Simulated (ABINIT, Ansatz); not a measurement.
# A GW chain in ABINIT: MoS2 (P6_3/mmc), part 2 of 2

How does a plane-wave GW calculation on MoS2 (P6_3/mmc) run from the first input to the gap?

ABINIT 10.8.3; PBE and many-body steps on it, plane waves. Known limits of the many-body steps: not at the basis limit; no spin-orbit coupling; coarse k mesh.

So far. Step 2 (Ground state): The gap is indirect, with the least direct gap 0.77 eV higher. Step 3 (Empty states on the mesh, 6×6×1 mesh, 618 bands): On this mesh the gap is 0.889 eV.

The database entry behind the starting cell differs from later determinations by our own check (about 0.3 % long), so it need not match the best structure at ambient conditions.

## Step 4: Screening, 6×6×1 mesh, 562 bands, screening to 272.1 eV

The RPA dielectric matrix is built and inverted for each q.

This step: RPA screening on PBE, plane waves, norm-conserving pseudopotentials.

run.abi

```
acell 3*1.0 Angstrom
rprim 
  3.169000000004 -0.000000000001 0.000000000000
  -1.584500000001 2.744434504597 0.000000000000
  0.000000000000 0.000000000000 12.324000000000
ntypat 2
znucl 42 16
natom 6
typat 1 1 2 2 2 2
xred 
  0.333333333333 0.666666666667 0.250000000000
  0.666666666667 0.333333333333 0.750000000000
  0.333333333333 0.666666666667 0.623000000000
  0.666666666667 0.333333333333 0.123000000000
  0.333333333333 0.666666666667 0.877000000000
  0.666666666667 0.333333333333 0.377000000000
pp_dirpath "pseudos"
pseudos "Mo.upf, S.upf"
ecut 36
ngkpt 6 6 1
nshiftk 1
shiftk 0 0 0
kptopt 1
chksymbreak 0
istwfk *1
occopt 1
irdwfk 1
optdriver 3
nband 562
ecuteps 10
inclvkb 2
awtr 1
symchi 1
indata_prefix "in"
outdata_prefix "out"
tmpdata_prefix "tmp"
```

The run is started by

```console
> OMP_NUM_THREADS=1 mpirun -n 4 abinit run.abi > log
```

Numbers of over 12 decimals in the logs are rounded to 6 here.

What it wrote:

```text
.Version 10.8.3 of ABINIT. v10.8.2 released Aug 2026.

 Symmetries : space group P6_3/m m c (#194); Bravais hP (primitive hexag.)
[... echo of the input left out ...]
== DATASET  1 ==================================================================
-   mpi_nproc: 4, omp_nthreads: 1 (-1 if OMP is not activated)

--- !DatasetInfo
iteration_state: {dtset: 1, }
dimensions: {natom: 6, nkpt: 7, mband: 562, nsppol: 1, nspinor: 1, nspden: 1, mpw: 7481, }
cutoff_energies: {ecut:  36.0, pawecutdg:  -1.0, }
electrons: {nelect:   5.20000000E+01, charge:   0.00000000E+00, occopt:   1.00000000E+00, tsmear:   1.00000000E-02, }

 SCREENING: Calculation of the susceptibility and dielectric matrices

 Based on a program developped by R.W. Godby, V. Olevano, G. Onida, and L. Reining.
 Incorporated in ABINIT by V. Olevano, G.-M. Rignanese, and M. Torrent.
.Using double precision arithmetic ; gwpc =  8

[... cell and pseudopotentials left out ...]
--------------------------------------------------------------------------------

 ==== K-mesh for the wavefunctions ====
 Number of points in the irreducible wedge :     7
[... list of points left out ...]
 Together with 24 symmetry operations and time-reversal symmetry
 yields    36 points in the full Brillouin Zone.

 ==== Q-mesh for the screening function ====
 Number of points in the irreducible wedge :     7
[... list of points left out ...]
 Together with 24 symmetry operations and time-reversal symmetry
 yields    36 points in the full Brillouin Zone.

 setmesh: FFT mesh size selected  =    24x   24x   96
          total number of points  =        55296

 vcoul_init : cutoff-mode = AUXILIARY_FUNCTION
 q-points for optical limit:   1
     1)      0.000010    0.000020    0.000030

- screening: taking advantage of time-reversal symmetry
- Maximum band index for partially occupied states nbvw = 26
- Remaining bands to be divided among processors   nbcw = 536
- Number of bands treated by each node ~134

 Number of electrons calculated from density =   52.0000; Expected =   52.0000
 average of density, n =  0.071892
 r_s =    1.4919
 omega_plasma =   25.8640 [eV]

 calculating chi0 at frequencies [eV] :
  1    0.000000E+00    0.000000E+00
  2    0.000000E+00    2.586399E+01

--------------------------------------------------------------------------------
  q-point number  1        q = ( 0.000000, 0.000000, 0.000000) [r.l.u.]
--------------------------------------------------------------------------------
[... chi0 elements left out ...]
 For q-point:  0.000010 0.000020 0.000030
  dielectric constant =  14.3888
  dielectric constant without local fields =  16.2991

  Average fulfillment of the sum rule on Im[epsilon] for q-point    1 :     90.92  [%]
[... wings left out ...]
  q-point number  2        q = ( 0.166667, 0.000000, 0.000000) [r.l.u.]
--------------------------------------------------------------------------------
[... chi0 elements left out ...]
  Average fulfillment of the sum rule on Im[epsilon] for q-point    2 :     91.51  [%]

 [... 5 further q-points ...]
```

Wall time 29 min (4 MPI ranks of Arm Neoverse V2, shared host); peak memory 5 GiB; 1.9 h of CPU time.

This step gave:

```yaml
eps_infinity_with_local_fields_on_this_mesh_along_the_program_s_q_direction: 14.39
the_same_without_local_fields: 16.30
plasma_frequency: 25.86 eV
plane_waves_in_the_screening_matrix: 1095
```

Local fields lower ε∞ by 12 %. On a Γ-centred mesh this coarse the value itself is usually too large, while a short band sum pulls it down.

## Step 5: Self-energy, 6×6×1 mesh, 562 bands, screening to 272.1 eV

The self-energy is evaluated for the states that the input lists, and the levels follow from it, in one-shot runs by the linearised quasiparticle equation.

This step: G0W0 on PBE, plane waves, norm-conserving pseudopotentials.

Edit run.abi of step 4 so:

```diff
@@ -27,8 +27,19 @@
 irdwfk 1
-optdriver 3
+optdriver 4
 nband 562
+gwcalctyp 0
+ecutsigx 36
+symsigma 1
+nkptgw 3
+kptgw 
+  0.0000000000 0.0000000000 0.0000000000
+  0.1666666667 0.1666666667 0.0000000000
+  0.3333333333 0.3333333333 0.0000000000
+bdgw 
+  25 28
+  25 28
+  25 28
 ecuteps 10
-inclvkb 2
-awtr 1
-symchi 1
+irdscr 1
+ppmodel 1
 indata_prefix "in"
```

What it wrote:

```text
.Version 10.8.3 of ABINIT. v10.8.2 released Aug 2026.

 Symmetries : space group P6_3/m m c (#194); Bravais hP (primitive hexag.)
[... echo of the input left out ...]
== DATASET  1 ==================================================================
-   mpi_nproc: 4, omp_nthreads: 1 (-1 if OMP is not activated)

--- !DatasetInfo
iteration_state: {dtset: 1, }
dimensions: {natom: 6, nkpt: 7, mband: 562, nsppol: 1, nspinor: 1, nspden: 1, mpw: 7481, }
cutoff_energies: {ecut:  36.0, pawecutdg:  -1.0, }
electrons: {nelect:   5.20000000E+01, charge:   0.00000000E+00, occopt:   1.00000000E+00, tsmear:   1.00000000E-02, }

 SIGMA: Calculation of the GW corrections

 Based on a program developped by R.W. Godby, V. Olevano, G. Onida, and L. Reining.
 Incorporated in ABINIT by V. Olevano, G.-M. Rignanese, and M. Torrent.
.Using double precision arithmetic ; gwpc =  8

[... cell and pseudopotentials left out ...]
--------------------------------------------------------------------------------

 ==== K-mesh for the wavefunctions ====
 Number of points in the irreducible wedge :     7
[... list of points left out ...]
 Together with 24 symmetry operations and time-reversal symmetry
 yields    36 points in the full Brillouin Zone.

 ==== Q-mesh for screening function ====
 Number of points in the irreducible wedge :     7
[... list of points left out ...]
 Together with 24 symmetry operations and time-reversal symmetry
 yields    36 points in the full Brillouin Zone.

 vcoul_init : cutoff-mode = AUXILIARY_FUNCTION
 q-points for optical limit:   1
     1)      0.000010    0.000020    0.000030
 setmesh: FFT mesh size selected  =    32x   32x  128
          total number of points  =       131072

 Number of electrons calculated from density =   52.0000; Expected =   52.0000
 average of density, n =  0.071892
 r_s =    1.4919
 omega_plasma =   25.8640 [eV]

 === KS Band Gaps ===
  >>>> For spin  1
   Minimum direct gap =   1.6539 [eV], located at k-point      :   0.3333  0.3333  0.0000
   Fundamental gap    =   0.8888 [eV], Top of valence bands at :   0.0000  0.0000  0.0000
                                       Bottom of conduction at :   0.1667  0.1667  0.0000
 SIGMA fundamental parameters:
 PLASMON POLE MODEL  1
 number of plane-waves for SigmaX                 7437
 number of plane-waves for SigmaC and W           1095
 number of plane-waves for wavefunctions          7437
 number of bands                                   562
 number of independent spin polarizations            1
 number of spinorial components                      1
 number of k-points in IBZ                           7
 number of q-points in IBZ                           7
 number of symmetry operations                      24
 number of k-points in BZ                           36
 number of q-points in BZ                           36
 number of frequencies for dSigma/dE                 9
 frequency step for dSigma/dE [eV]                0.25
 number of omega for Sigma on real axis              0
 max omega for Sigma on real axis  [eV]           0.00
 zcut for avoiding poles [eV]                     0.10

 EPSILON^-1 parameters (SCR file):
 dimension of the eps^-1 matrix on file           1095
 dimension of the eps^-1 matrix used              1095
 number of plane-waves for wavefunctions          7437
 number of bands                                   562
 number of q-points in IBZ                           7
 number of frequencies                               2
 number of real frequencies                          1
 number of imag frequencies                          1

 matrix elements of self-energy operator (all in [eV])

 Perturbative Calculation

--- !SelfEnergy_ee
iteration_state: {dtset: 1, }
kpoint     : [   0.000,    0.000,    0.000, ]
spin       : 1
KS_gap     :    2.100
QP_gap     :    2.481
Delta_QP_KS:    0.382
data: !SigmaeeData |
     Band     E0 <VxcDFT>   SigX SigC(E0)      Z dSigC/dE  Sig(E)    E-E0       E
       25   7.290 -15.411 -16.658   0.899   0.771  -0.296 -15.679  -0.269   7.022
       26   8.434 -16.391 -17.086   0.363   0.769  -0.300 -16.647  -0.256   8.179
       27  10.534 -15.683 -11.194  -4.326   0.774  -0.292 -15.557   0.126  10.660
       28  10.534 -15.683 -11.194  -4.326   0.774  -0.292 -15.557   0.126  10.660

--- !SelfEnergy_ee
iteration_state: {dtset: 1, }
kpoint     : [   0.167,    0.167,    0.000, ]
spin       : 1
KS_gap     :    2.343
QP_gap     :    2.673
Delta_QP_KS:    0.329
data: !SigmaeeData |
     Band     E0 <VxcDFT>   SigX SigC(E0)      Z dSigC/dE  Sig(E)    E-E0       E
       25   6.952 -16.023 -17.484   1.127   0.768  -0.302 -16.280  -0.257   6.695
       26   6.980 -16.154 -17.551   1.101   0.768  -0.303 -16.382  -0.228   6.752
       27   9.323 -15.123 -11.048  -3.945   0.778  -0.285 -15.022   0.101   9.425
       28  10.062 -16.438 -11.872  -4.321   0.770  -0.299 -16.249   0.188  10.251

--- !SelfEnergy_ee
iteration_state: {dtset: 1, }
kpoint     : [   0.333,    0.333,    0.000, ]
spin       : 1
KS_gap     :    1.654
QP_gap     :    2.112
Delta_QP_KS:    0.458
data: !SigmaeeData |
     Band     E0 <VxcDFT>   SigX SigC(E0)      Z dSigC/dE  Sig(E)    E-E0       E
       25   7.670 -16.162 -16.792   0.378   0.772  -0.295 -16.357  -0.194   7.476
       26   7.832 -16.516 -17.090   0.338   0.771  -0.298 -16.698  -0.182   7.651
       27   9.486 -17.609 -13.378  -3.871   0.769  -0.301 -17.332   0.276   9.763
       28   9.486 -17.609 -13.378  -3.871   0.769  -0.301 -17.332   0.276   9.763

== END DATASET(S) ==============================================================
================================================================================

 -outvars: echo values of variables after computation  --------
           etotal      0.0000000000E+00
            nband         562
             nkpt           7
          spgroup         194
 [... the other variables as echoed above ...]

 Calculation completed.
```

Run time: 17 min. Hardware: 4 MPI ranks; peak memory 6.4 GiB.

This step gave:

| Property | Result |
| --- | --- |
| G0W0 gap on the points computed | 1.246 eV |
| starting gap on the mesh | 0.8887 eV |
| k of the valence top | 0, 0, 0 |
| k of the conduction bottom | 0.1667, 0.1667, 0 |
| Z at the valence top | 0.769 |
| Z at the conduction bottom | 0.778 |
| least direct G0W0 gap on the computed points | 2.112 eV |

The gap on the mesh goes from 0.89 eV to 1.25 eV, a correction of +0.36 eV.

Limits: finite bands, cutoff and mesh; no spin-orbit coupling; coarse k mesh. v1 is the top filled band, c1 the lowest empty one. Levels before and after the correction, in eV, zero at the valence-band top of each column:

```tsv
	conduction bottom	valence top
Kohn-Sham	0.89	0.00
G0W0	1.25	0.00
```

```tsv
	level	energy (eV)
Kohn-Sham	Γ v2	-1.145
Kohn-Sham	Γ v1	0.000
Kohn-Sham	Γ c1-c2	2.100
Kohn-Sham	(0.167 0.167 0) v2	-1.483
Kohn-Sham	(0.167 0.167 0) v1	-1.454
Kohn-Sham	(0.167 0.167 0) c1	0.889
Kohn-Sham	(0.167 0.167 0) c2	1.628
G0W0	Γ v2	-1.157
G0W0	Γ v1	0.000
G0W0	Γ c1-c2	2.481
G0W0	(0.167 0.167 0) v2	-1.484
G0W0	(0.167 0.167 0) v1	-1.427
G0W0	(0.167 0.167 0) c1	1.246
G0W0	(0.167 0.167 0) c2	2.072
```

## Step 6: Where the time went

Times are wall times on 4 MPI ranks of Arm Neoverse V2, shared host, good to a factor of about two.

```tsv
step	time	share	memory (GiB)
ground state	43 s	1 %	0.45
empty states on the mesh	12 min	21 %	0.98
screening	29 min	49 %	5.0
self-energy	17 min	29 %	6.4
```

## Step 7: What came out

| Quantity | Value |
| --- | --- |
| PBE gap | 0.89 eV, indirect |
| G0W0 gap on the mesh | 1.25 eV |
| GW settings | 6×6×1 mesh, 562 bands, screening to 272.1 eV, Godby-Needs plasmon pole |
| known limits | not at the basis limit; no spin-orbit coupling; coarse k mesh |

G0W0 moves the gap on the mesh from 0.89 eV to 1.25 eV (+0.36 eV), with Z of 0.77 and 0.78 at the edges. Local fields lower the RPA ε∞ on this mesh from 16.30 to 14.39; a Γ-centred mesh this coarse tends to raise both, most where the direct gap is narrow, while a short band sum lowers them. Only 3 of the mesh's irreducible points were corrected, so a valley elsewhere could overtake. The dearest step here is «screening». Bands and cutoff are finite, so the gap is not at the basis limit. The miss can reach some tenths of an eV and take either sign; the mesh is an error of its own. In the G0W0 run levels were corrected at 3 k points alone, so a gap called «on the mesh» is the least over those, and an edge elsewhere would be missed. The 6×6×1 mesh is coarse for this cell, which bears on the long-range parts of exchange and screening. The many-body steps are scalar-relativistic: spin-orbit coupling is not in them.

[Paths, hosts, dates, memory and timing lines, banners, echoed tables and standing remarks are left out of the program output.]

[Logs are printed without paths, hosts, clocks, repeated set-up lines and the standing remarks that a program may print on its own settings, such as how far it seeks lower states.]

[Runs of the session that timed out or met a known fault of the program may be left out.]

[Hosts, paths, dates, database ids (printed as entryN), source tags and the programs' standing remarks are cut or masked in the printed files.]

[G0W0 gaps are taken among the corrected bands and points alone; a level outside them can change the order at an edge.]

[Where Ansatz stands beside ABINIT at settings called matched, ABINIT's density can come from a denser mesh and the files from another edition; pairs whose starting gaps differed by over 0.03 eV were left out, so agreement reads better than it is.]
